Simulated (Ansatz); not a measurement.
In doubt: masses and optical values from hybrid runs of this build are listed as unsure, which bears on the screening that GW takes from such a start.

Rows from a G0W0 calculation on SiO2 (Stishovite) (Ansatz 0.2.0; G0W0 on HSE06, plane waves, PAW; PAW set soft_1; 4×4×6 mesh, 105 empty bands, screening to 100 eV, PAW set soft_1 files), in eV. Spin-orbit coupling is left out.

```csv
row,k,band,start,Σx,Σc at the solution,Vxc
A,Γ,v2,8.353,-27.813,4.278,-23.379
B,Γ,v1,9.186,-28.275,4.530,-23.619
C,Γ,c1,16.938,-13.484,-4.084,-18.862
D,Γ,c2,17.947,-7.470,-4.165,-12.680
```

Work out each quasiparticle level and how far it moved.

The quasiparticle equation reads E = start + Σx + Σc(E) − Vxc.

```csv
row,E (eV),shift (eV)
A,8.196,−0.156
B,9.060,−0.126
C,18.232,+1.294
D,18.992,+1.045
```

The gap over the computed points goes from 7.75 eV to 9.17 eV.

Limits: not at the basis limit; coarse k mesh.

[Paths, hosts, dates, memory and timing lines, banners, echoed tables and standing remarks are left out of the program output.]

[Logs are printed without paths, hosts, clocks, repeated set-up lines and the standing remarks that a program may print on its own settings, such as how far it seeks lower states.]

[Runs of the session that timed out or met a known fault of the program may be left out.]

[Cells called generated may have been cut or substituted from an entry of the Crystallography Open Database or the Materials Project.]

[Hosts, paths, dates, database ids (printed as entryN), source tags and the programs' standing remarks are cut or masked in the printed files.]
